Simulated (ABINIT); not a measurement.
Planning a run of ABINIT 10.8.3 on NaLiICl (P4/mmm). The input:

```
acell 3*1.0 Angstrom
rprim 
  4.091636000000 0.000000000000 0.000000000000
  0.000000000000 4.091636000000 0.000000000000
  0.000000000000 0.000000000000 6.215344000000
ntypat 4
znucl 11 3 53 17
natom 4
typat 1 2 3 4
xred 
  0.500000000000 0.500000000000 0.500000000000
  0.000000000000 0.000000000000 0.000000000000
  0.500000000000 0.500000000000 0.000000000000
  0.000000000000 0.000000000000 0.500000000000
pp_dirpath "pseudos"
pseudos "Na.upf, Li.upf, I.upf, Cl.upf"
ecut 38
nspinor 2
iscf -2
irdden 1
kptopt 0
nkpt 39
kpt 
  0.00000000 0.00000000 0.00000000
  0.00000000 0.12500000 0.00000000
  0.00000000 0.25000000 0.00000000
  0.00000000 0.37500000 0.00000000
  0.00000000 0.50000000 0.00000000
  0.12500000 0.50000000 0.00000000
  0.25000000 0.50000000 0.00000000
  0.37500000 0.50000000 0.00000000
  0.50000000 0.50000000 0.00000000
  0.37500000 0.37500000 0.00000000
  0.25000000 0.25000000 0.00000000
  0.12500000 0.12500000 0.00000000
  0.00000000 0.00000000 0.00000000
  0.00000000 0.00000000 0.12500000
  0.00000000 0.00000000 0.25000000
  0.00000000 0.00000000 0.37500000
  0.00000000 0.00000000 0.50000000
  0.00000000 0.12500000 0.50000000
  0.00000000 0.25000000 0.50000000
  0.00000000 0.37500000 0.50000000
  0.00000000 0.50000000 0.50000000
  0.12500000 0.50000000 0.50000000
  0.25000000 0.50000000 0.50000000
  0.37500000 0.50000000 0.50000000
  0.50000000 0.50000000 0.50000000
  0.37500000 0.37500000 0.50000000
  0.25000000 0.25000000 0.50000000
  0.12500000 0.12500000 0.50000000
  0.00000000 0.00000000 0.50000000
  0.00000000 0.50000000 0.00000000
  0.00000000 0.50000000 0.12500000
  0.00000000 0.50000000 0.25000000
  0.00000000 0.50000000 0.37500000
  0.00000000 0.50000000 0.50000000
  0.50000000 0.50000000 0.00000000
  0.50000000 0.50000000 0.12500000
  0.50000000 0.50000000 0.25000000
  0.50000000 0.50000000 0.37500000
  0.50000000 0.50000000 0.50000000
istwfk *1
nband 42
nbdbuf 6
tolwfr 1e-08
nstep 40
prtwf 0
prtvol 0
indata_prefix "in"
outdata_prefix "out"
tmpdata_prefix "tmp"
```

```sh
OMP_NUM_THREADS=1 mpirun -n 4 abinit run.abi > log
```

**Question.** How long will it take on 4 MPI ranks of AMD EPYC 7571, shared host, and how much memory?

It took 6.5 min; on shared hardware allow 3.3 min to 13 min. Peak host memory was 0.76 GiB.

[Paths, hosts, dates, memory and timing lines, banners, echoed tables and standing remarks are left out of the program output.]

[Logs are printed without paths, hosts, clocks, repeated set-up lines and the standing remarks that a program may print on its own settings, such as how far it seeks lower states.]

[Runs of the session that timed out or met a known fault of the program may be left out.]

[Hosts, paths, dates, database ids (printed as entryN), source tags and the programs' standing remarks are cut or masked in the printed files.]

[G0W0 gaps are taken among the corrected bands and points alone; a level outside them can change the order at an edge.]

[Where Ansatz stands beside ABINIT at settings called matched, ABINIT's density can come from a denser mesh and the files from another edition; pairs whose starting gaps differed by over 0.03 eV were left out, so agreement reads better than it is.]
